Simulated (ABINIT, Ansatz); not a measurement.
# BaTiO3 (P4mm): G0W0 with ABINIT, start to end

Aim: the G0W0 gap of BaTiO3 (P4mm) on LDA, step by step.

Calculated with ABINIT 10.8.3; LDA and many-body steps on it, plane waves.

The database entry behind the starting cell differs from later determinations by our own check (c/a about 0.6 % short), so it need not match the best structure at ambient conditions.

## (1) The structure

The structure is tetragonal, space group P4mm (No. 99). Conventional cell: a = 4.000 Å, b = 4.000 Å, c = 4.018 Å, α = 90.00°, β = 90.00°, γ = 90.00°. Nearest to Ba lie 12 O at 2.79 to 2.88 Å. Nearest to Ti lie 6 O at 1.89 to 2.13 Å. O has 2 Ti at 1.89 to 2.13 Å and 4 Ba at 2.83 Å nearest. O has 2 Ti at 2.00 Å and 4 Ba at 2.79 to 2.88 Å nearest. Farther neighbours and most contacts between anions are not listed.

The cell and positions come from the Crystallography Open Database and are kept as given unless a step says otherwise. Spin-orbit coupling is left out unless a step names it.

## (2) Ground state

This step: ABINIT 10.8.3; DFT, LDA, plane waves, norm-conserving pseudopotentials.

The ground-state density comes first.

The input, run.abi:

```
acell 3*1.0 Angstrom
rprim 
  3.999800000000 0.000000000000 0.000000000000
  0.000000000000 3.999800000000 0.000000000000
  0.000000000000 0.000000000000 4.018000000000
ntypat 3
znucl 56 22 8
natom 5
typat 1 2 3 3 3
xred 
  0.000000000000 0.000000000000 0.000000000000
  0.500000000000 0.500000000000 0.490000000000
  0.500000000000 0.500000000000 0.019000000000
  0.500000000000 0.000000000000 0.517000000000
  0.000000000000 0.500000000000 0.517000000000
pp_dirpath "pseudos"
pseudos "Ba.upf, Ti.upf, O.upf"
ecut 38
ngkpt 6 6 6
nshiftk 1
shiftk 0 0 0
kptopt 1
chksymbreak 0
nband 26
occopt 1
tolvrs 1e-10
nstep 60
prtwf 0
optforces 0
optstress 0
indata_prefix "in"
outdata_prefix "out"
tmpdata_prefix "tmp"
```

Launch:

```console
> OMP_NUM_THREADS=1 mpirun -n 4 abinit run.abi > log
```

Numbers of over 12 decimals in the logs are rounded to 6 here.

Log:

```text
.Version 10.8.3 of ABINIT. v10.8.2 released Aug 2026.

 Symmetries : space group P4 m m (# 99); Bravais tP (primitive tetrag.)
================================================================================
 Values of the parameters that define the memory need of the present run
     intxc =       0    ionmov =       0      iscf =       7    lmnmax =       6
     lnmax =       6     mgfft =      45  mpssoang =       3    mqgrid =    3001
     natom =       5  nloc_mem =       1    nspden =       1   nspinor =       1
    nsppol =       1      nsym =       8    n1xccc =    2501    ntypat =       3
    occopt =       1   xclevel =       1
-    mband =          26        mffmem =           1         mkmem =          10
       mpw =        4870          nfft =       91125          nkpt =          40
================================================================================
  Rough estimation (10% accuracy) of disk space for files :
================================================================================

--------------------------------------------------------------------------------
------------- Echo of variables that govern the present computation ------------
--------------------------------------------------------------------------------
 -outvars: echo values of preprocessed input variables --------
            acell      1.8897261259E+00  1.8897261259E+00  1.8897261259E+00 Bohr

      chksymbreak           0
             ecut      3.80000000E+01 Hartree
-          fftalg         312

              ixc       -1012
              kpt      0.00000000E+00  0.00000000E+00  0.00000000E+00
                       1.66666667E-01  0.00000000E+00  0.00000000E+00
                       3.33333333E-01  0.00000000E+00  0.00000000E+00
                       5.00000000E-01  0.00000000E+00  0.00000000E+00
                       1.66666667E-01  1.66666667E-01  0.00000000E+00
                       3.33333333E-01  1.66666667E-01  0.00000000E+00
                       5.00000000E-01  1.66666667E-01  0.00000000E+00
                       3.33333333E-01  3.33333333E-01  0.00000000E+00
                       5.00000000E-01  3.33333333E-01  0.00000000E+00
   [... 29 further rows ...]
                       5.00000000E-01  3.33333333E-01  5.00000000E-01
                       5.00000000E-01  5.00000000E-01  5.00000000E-01
         kptrlatt        6    0    0      0    6    0      0    0    6
          kptrlen      4.53511594E+01
P           mkmem          10
            natom           5
            nband          26
            ngfft          45      45      45
             nkpt          40
            nstep          60
             nsym           8
           ntypat           3
              occ      2.000000  2.000000  2.000000  2.000000  2.000000  2.000000
                       2.000000  2.000000  2.000000  2.000000  2.000000  2.000000
                       2.000000  2.000000  2.000000  2.000000  2.000000  2.000000
                       2.000000  2.000000  0.000000  0.000000  0.000000  0.000000
                       0.000000  0.000000
        optforces           0
        optstress           0
            prtwf           0
            rprim      3.9998000000E+00  0.0000000000E+00  0.0000000000E+00
[...]
spgroup          99

           tolvrs      1.00000000E-10

             xred      0.0000000000E+00  0.0000000000E+00  0.0000000000E+00
[...]
znucl       56.00000   22.00000    8.00000

================================================================================

 chkinp: Checking input parameters for consistency.

================================================================================
== DATASET  1 ==================================================================
-   mpi_nproc: 4, omp_nthreads: 1 (-1 if OMP is not activated)

--- !DatasetInfo
iteration_state: {dtset: 1, }
dimensions: {natom: 5, nkpt: 40, mband: 26, nsppol: 1, nspinor: 1, nspden: 1, mpw: 4870, }
cutoff_energies: {ecut:  38.0, pawecutdg:  -1.0, }
electrons: {nelect:   4.00000000E+01, charge:   0.00000000E+00, occopt:   1.00000000E+00, tsmear:   1.00000000E-02, }

 Real(R)+Recip(G) space primitive vectors, cartesian coordinates (Bohr,Bohr^-1):
 R(1)=  7.5585266  0.0000000  0.0000000  G(1)=  0.1323009  0.0000000  0.0000000
 R(2)=  0.0000000  7.5585266  0.0000000  G(2)=  0.0000000  0.1323009  0.0000000
 R(3)=  0.0000000  0.0000000  7.5929196  G(3)=  0.0000000  0.0000000  0.1317016
 Unit cell volume ucvol=  4.3379355E+02 bohr^3
 Angles (23,13,12)=  9.00000000E+01  9.00000000E+01  9.00000000E+01 degrees

 getcut: wavevector=  0.0000  0.0000  0.0000  ngfft=  45  45  45
         ecut(hartree)=     38.000   => boxcut(ratio)=   2.08827

--- Pseudopotential description ------------------------------------------------
- Ba Generated using ONCVPSP code by D. R. Hamann
- 56.00000  10.00000  180309                  znucl, zion, pspdat
12 -1012 2 -1 1912                            pspcod,pspxc,lmax,lloc,mmax
     nproj     2     2     2
  pspatm : epsatm=   25.95172157
         --- l  ekb(1:nproj) -->
[...]
pspatm: atomic psp has been read  and splines computed

- Ti Generated using ONCVPSP code by D. R. Hamann
- 22.00000  12.00000  180309                  znucl, zion, pspdat
12 -1012 2 -1 1568                            pspcod,pspxc,lmax,lloc,mmax
     nproj     2     2     2
  pspatm : epsatm=   14.84363209
         --- l  ekb(1:nproj) -->
[...]
pspatm: atomic psp has been read  and splines computed

- O Generated using ONCVPSP code by D. R. Hamann
-  8.00000   6.00000  201201                  znucl, zion, pspdat
12 -1012 2 -1 926                             pspcod,pspxc,lmax,lloc,mmax
     nproj     2     2     1
  pspatm : epsatm=    6.27558587
         --- l  ekb(1:nproj) -->
[...]
2   -1.033686
 pspatm: atomic psp has been read  and splines computed

   2.38488445E+03                                ecore*ucvol(ha*bohr**3)
--------------------------------------------------------------------------------

_setup2: Arith. and geom. avg. npw (full set) are    4853.144    4853.130

================================================================================

--- !BeginCycle
iteration_state: {dtset: 1, }
solver: {iscf: 7, nstep: 60, nline: 4, wfoptalg: 0, }
tolerances: {tolvrs: 1.00E-10, }

     iter   Etot(hartree)      deltaE(h)  residm     vres2
 ETOT  1  -136.77484594279    -1.368E+02 9.573E-02 1.866E+03
 ETOT  2  -127.56597573393     9.209E+00 2.367E-01 3.452E+04
 ETOT  3  -137.30594444160    -9.740E+00 8.689E-02 5.168E+02
 ETOT  4  -137.32262049448    -1.668E-02 8.853E-02 3.446E+02
 ETOT  5  -137.37577749561    -5.316E-02 1.154E-02 9.580E+01
 ETOT  6  -137.39299104508    -1.721E-02 2.468E-02 1.364E+01
 ETOT  7  -137.39588015252    -2.889E-03 3.826E-02 1.627E-02
 ETOT  8  -137.39583434773     4.580E-05 5.368E-03 2.485E-01
 ETOT  9  -137.39588325127    -4.890E-05 5.246E-03 1.761E-02
 ETOT 10  -137.39588670807    -3.457E-06 4.714E-03 1.548E-03
 ETOT 11  -137.39588701645    -3.084E-07 8.880E-03 5.944E-05
 ETOT 12  -137.39588702859    -1.215E-08 2.274E-03 9.300E-08
 ETOT 13  -137.39588702862    -2.058E-11 1.271E-03 2.609E-08
 ETOT 14  -137.39588702862    -7.532E-12 1.198E-03 2.492E-10
 ETOT 15  -137.39588702863    -2.899E-12 3.987E-04 7.545E-12

 At SCF step   15       vres2   =  7.54E-12 < tolvrs=  1.00E-10 =>converged.

--- !ResultsGS
iteration_state: {dtset: 1, }
comment   : Summary of ground state results
lattice_vectors:
- [  7.5585266,   0.0000000,   0.0000000, ]
- [  0.0000000,   7.5585266,   0.0000000, ]
- [  0.0000000,   0.0000000,   7.5929196, ]
lattice_lengths: [   7.55853,    7.55853,    7.59292, ]
lattice_angles: [ 90.000,  90.000,  90.000, ] # degrees, (23, 13, 12)
lattice_volume:   4.3379355E+02
convergence: {deltae: -2.899E-12, res2:  7.545E-12, residm:  3.987E-04, diffor:  0.000E+00, }
etotal    :  -1.37395887E+02
entropy   :   0.00000000E+00
fermie    :   2.30683409E-01
cartesian_stress_tensor: null
pressure_GPa: null
xred      :
- [  0.0000E+00,   0.0000E+00,   0.0000E+00, Ba]
- [  5.0000E-01,   5.0000E-01,   4.9000E-01, Ti]
- [  5.0000E-01,   5.0000E-01,   1.9000E-02,  O]
- [  5.0000E-01,   0.0000E+00,   5.1700E-01,  O]
- [  0.0000E+00,   5.0000E-01,   5.1700E-01,  O]
cartesian_forces: null
force_length_stats: {min: null, max: null, mean: null, }

 Integrated electronic density in atomic spheres:
 ------------------------------------------------
 Atom  Sphere_radius  Integrated_density
[...]
================================================================================

 ----iterations are completed or convergence reached----

 Mean square residual over all n,k,spin=   40.087E-07; max=  39.869E-05
 reduced coordinates (array xred) for    5 atoms
       0.000000000000      0.000000000000      0.000000000000
       0.500000000000      0.500000000000      0.490000000000
       0.500000000000      0.500000000000      0.019000000000
       0.500000000000      0.000000000000      0.517000000000
       0.000000000000      0.500000000000      0.517000000000
 rms dE/dt=  0.0000E+00; max dE/dt=  0.0000E+00; dE/dt below (all hartree)
    1       0.000000000000      0.000000000000      0.000000000000
    2       0.000000000000      0.000000000000      0.000000000000
    3       0.000000000000      0.000000000000      0.000000000000
    4       0.000000000000      0.000000000000      0.000000000000
    5       0.000000000000      0.000000000000      0.000000000000

 cartesian coordinates (angstrom) at end:
    1      0.000000     0.000000     0.000000
    2      1.999900     1.999900     1.968820
    3      1.999900     1.999900     0.076342
    4      1.999900     0.000000     2.077306
    5      0.000000     1.999900     2.077306
 length scales=  1.889726125908  1.889726125908  1.889726125908 bohr
              =  1.000000000000  1.000000000000  1.000000000000 angstroms
 prteigrs : about to open file out_EIG
 Fermi (or HOMO) energy (hartree) =   0.23068   Average Vxc (hartree)=  -0.43855
 Eigenvalues (hartree) for nkpt=  40  k points:
 kpt#   1, nband= 26, wtk=  0.00463, kpt=  0.0000  0.0000  0.0000 (reduced coord)
  -1.82430   -0.96373   -0.96260   -0.96260   -0.67865   -0.37784   -0.35256   -0.35051
  -0.13235   -0.13235   -0.13228    0.14471    0.14509    0.14509    0.18471    0.18471
   0.18810    0.22010    0.22036    0.22036    0.29471    0.30277    0.30277    0.38078
   0.38425    0.41170
 prteigrs : prtvol=0 or 1, do not print more k-points.

--- !EnergyTerms
iteration_state     : {dtset: 1, }
comment             : Components of total free energy in Hartree
kinetic             :  6.25608111893316E+01
hartree             :  2.96536845409073E+01
xc                  : -2.77225556008937E+01
Ewald energy        : -1.03499980157244E+02
psp_core            :  5.49774073633474E+00
local_psp           : -1.00086460795080E+02
non_local_psp       : -3.79912694198233E+00
total_energy        : -1.37395887028626E+02
total_energy_eV     : -3.73873255054511E+03
band_energy         : -1.09693036246784E+01

== END DATASET(S) ==============================================================
================================================================================

 -outvars: echo values of variables after computation  --------
           etotal     -1.3739588703E+02
            nband          26
             nkpt          40
          spgroup          99
 [... the other variables as echoed above ...]

 Calculation completed.
```

It took 78 s on 4 MPI ranks of Arm Neoverse V1, shared host; peak memory 0.38 GiB; 5.2 min of CPU time.

This step gave:

```
total energy               : -3738.7326 eV
gap                        : 1.742 eV
k of the valence top       : 0.5, 0.5, 0.5
k of the conduction bottom : 0, 0, 0
least direct gap           : 2.023 eV
```

The gap is indirect, with the least direct gap 0.28 eV higher.

## (3) Empty states on the mesh, 4×4×4 mesh, 83 bands

The sums over transitions need many empty states on a uniform mesh; this step solves for them.

run.abi, as its differences from that of step 2:

```diff
@@ -18,3 +18,3 @@
 ecut 38
-ngkpt 6 6 6
+ngkpt 4 4 4
 nshiftk 1
@@ -23,9 +23,10 @@
 chksymbreak 0
-nband 26
-occopt 1
-tolvrs 1e-10
+iscf -2
+irdden 1
+istwfk *1
+nband 83
+nbdbuf 6
+tolwfr 1e-09
 nstep 60
-prtwf 0
-optforces 0
-optstress 0
+prtvol 0
 indata_prefix "in"
```

Log:

```text
.Version 10.8.3 of ABINIT. v10.8.2 released Aug 2026.

 Symmetries : space group P4 m m (# 99); Bravais tP (primitive tetrag.)
[... echo of the input left out ...]
== DATASET  1 ==================================================================
-   mpi_nproc: 4, omp_nthreads: 1 (-1 if OMP is not activated)

--- !DatasetInfo
iteration_state: {dtset: 1, }
dimensions: {natom: 5, nkpt: 18, mband: 83, nsppol: 1, nspinor: 1, nspden: 1, mpw: 4929, }
cutoff_energies: {ecut:  38.0, pawecutdg:  -1.0, }
electrons: {nelect:   4.00000000E+01, charge:   0.00000000E+00, occopt:   1.00000000E+00, tsmear:   1.00000000E-02, }

 Real(R)+Recip(G) space primitive vectors, cartesian coordinates (Bohr,Bohr^-1):
 R(1)=  7.5585266  0.0000000  0.0000000  G(1)=  0.1323009  0.0000000  0.0000000
 R(2)=  0.0000000  7.5585266  0.0000000  G(2)=  0.0000000  0.1323009  0.0000000
 R(3)=  0.0000000  0.0000000  7.5929196  G(3)=  0.0000000  0.0000000  0.1317016
 Unit cell volume ucvol=  4.3379355E+02 bohr^3
 Angles (23,13,12)=  9.00000000E+01  9.00000000E+01  9.00000000E+01 degrees

 getcut: wavevector=  0.0000  0.0000  0.0000  ngfft=  45  45  45
         ecut(hartree)=     38.000   => boxcut(ratio)=   2.08827

--- Pseudopotential description ------------------------------------------------
- Ba Generated using ONCVPSP code by D. R. Hamann
- 56.00000  10.00000  180309                  znucl, zion, pspdat
12 -1012 2 -1 1912                            pspcod,pspxc,lmax,lloc,mmax
     nproj     2     2     2
  pspatm : epsatm=   25.95172157
         --- l  ekb(1:nproj) -->
             0    6.668455    0.685657
             1    5.046948    0.410312
             2    2.551809    0.419281
 pspatm: atomic psp has been read  and splines computed

- Ti Generated using ONCVPSP code by D. R. Hamann
- 22.00000  12.00000  180309                  znucl, zion, pspdat
12 -1012 2 -1 1568                            pspcod,pspxc,lmax,lloc,mmax
     nproj     2     2     2
  pspatm : epsatm=   14.84363209
         --- l  ekb(1:nproj) -->
[...]
pspatm: atomic psp has been read  and splines computed

- O Generated using ONCVPSP code by D. R. Hamann
-  8.00000   6.00000  201201                  znucl, zion, pspdat
12 -1012 2 -1 926                             pspcod,pspxc,lmax,lloc,mmax
     nproj     2     2     1
  pspatm : epsatm=    6.27558587
         --- l  ekb(1:nproj) -->
[...]
2   -1.033686
 pspatm: atomic psp has been read  and splines computed

--------------------------------------------------------------------------------

================================================================================
 prteigrs : about to open file out_EIG
 Non-SCF case, kpt    1 (  0.00000  0.00000  0.00000), residuals and eigenvalues=
  1.66E-10  5.81E-10  3.18E-10  5.08E-10  1.94E-10  2.61E-10  2.29E-10  2.38E-10
  3.80E-10  8.04E-10  1.51E-10  9.13E-10  1.24E-10  5.52E-10  1.12E-10  2.36E-10
  1.96E-10  7.77E-10  2.63E-10  9.96E-10  8.44E-10  4.08E-10  4.80E-10  7.90E-10
[...]
-1.8243E+00 -9.6373E-01 -9.6260E-01 -9.6260E-01 -6.7865E-01 -3.7784E-01
 -3.5256E-01 -3.5051E-01 -1.3235E-01 -1.3235E-01 -1.3228E-01  1.4471E-01
  1.4509E-01  1.4509E-01  1.8471E-01  1.8471E-01  1.8810E-01  2.2010E-01
[...]
1.6176E+00  1.6180E+00  1.6180E+00  1.7422E+00  1.7980E+00  1.8099E+00
  1.8099E+00  1.8130E+00  1.8291E+00  1.8291E+00  1.8473E+00  1.8601E+00
  1.8643E+00  1.8643E+00  1.8693E+00  1.9039E+00  1.9142E+00
 prteigrs : prtvol=0 or 1, do not print more k-points.

--- !ResultsGS
iteration_state: {dtset: 1, }
comment   : Summary of ground state results
lattice_vectors:
- [  7.5585266,   0.0000000,   0.0000000, ]
- [  0.0000000,   7.5585266,   0.0000000, ]
- [  0.0000000,   0.0000000,   7.5929196, ]
lattice_lengths: [   7.55853,    7.55853,    7.59292, ]
lattice_angles: [ 90.000,  90.000,  90.000, ] # degrees, (23, 13, 12)
lattice_volume:   4.3379355E+02
convergence: {deltae:  0.000E+00, res2:  0.000E+00, residm:  9.985E-10, diffor:  0.000E+00, }
etotal    :  -1.37395887E+02
entropy   :   0.00000000E+00
fermie    :   2.30683409E-01
cartesian_stress_tensor: null
pressure_GPa: null
xred      :
- [  0.0000E+00,   0.0000E+00,   0.0000E+00, Ba]
- [  5.0000E-01,   5.0000E-01,   4.9000E-01, Ti]
- [  5.0000E-01,   5.0000E-01,   1.9000E-02,  O]
- [  5.0000E-01,   0.0000E+00,   5.1700E-01,  O]
- [  0.0000E+00,   5.0000E-01,   5.1700E-01,  O]
cartesian_forces: null
force_length_stats: {min: null, max: null, mean: null, }

 Integrated electronic density in atomic spheres:
 ------------------------------------------------
 Atom  Sphere_radius  Integrated_density
[...]
================================================================================

 ----iterations are completed or convergence reached----

 Mean square residual over all n,k,spin=   46.655E-11; max=  99.847E-11
 reduced coordinates (array xred) for    5 atoms
[...]
0.000000000000      0.500000000000      0.517000000000

 cartesian coordinates (angstrom) at end:
    1      0.000000     0.000000     0.000000
    2      1.999900     1.999900     1.968820
    3      1.999900     1.999900     0.076342
    4      1.999900     0.000000     2.077306
    5      0.000000     1.999900     2.077306
 length scales=  1.889726125908  1.889726125908  1.889726125908 bohr
              =  1.000000000000  1.000000000000  1.000000000000 angstroms
 prteigrs : about to open file out_EIG
 Eigenvalues (hartree) for nkpt=  18  k points:
 kpt#   1, nband= 83, wtk=  0.01563, kpt=  0.0000  0.0000  0.0000 (reduced coord)
[...]
1.57320    1.60097    1.61759    1.61801    1.61801    1.74216    1.79804    1.80991
   1.80991    1.81298    1.82908    1.82908    1.84730    1.86008    1.86429    1.86429
   1.86929    1.90389    1.91417
 prteigrs : prtvol=0 or 1, do not print more k-points.

== END DATASET(S) ==============================================================
================================================================================

 -outvars: echo values of variables after computation  --------
            nband          83
             nkpt          18
          spgroup          99
 [... the other variables as echoed above ...]

 Calculation completed.
```

Run time: 60 s. Hardware: 4 MPI ranks; peak memory 0.39 GiB; 4 min of CPU time.

Numbers from this step:

* gap: 1.742 eV
* k of the valence top: 0.5, 0.5, 0.5
* k of the conduction bottom: 0, 0, 0
* least direct gap: 2.023 eV
* k points computed: 18
* lowest point of the top converged band, above the valence top: 43.28 eV

On this mesh the gap is 1.742 eV.

[end of part 1 of 2]

[Paths, hosts, dates, memory and timing lines, banners, echoed tables and standing remarks are left out of the program output.]

[Logs are printed without paths, hosts, clocks, repeated set-up lines and the standing remarks that a program may print on its own settings, such as how far it seeks lower states.]

[Runs of the session that timed out or met a known fault of the program may be left out.]

[Hosts, paths, dates, database ids (printed as entryN), source tags and the programs' standing remarks are cut or masked in the printed files.]

[G0W0 gaps are taken among the corrected bands and points alone; a level outside them can change the order at an edge.]

[Where Ansatz stands beside ABINIT at settings called matched, ABINIT's density can come from a denser mesh and the files from another edition; pairs whose starting gaps differed by over 0.03 eV were left out, so agreement reads better than it is.]
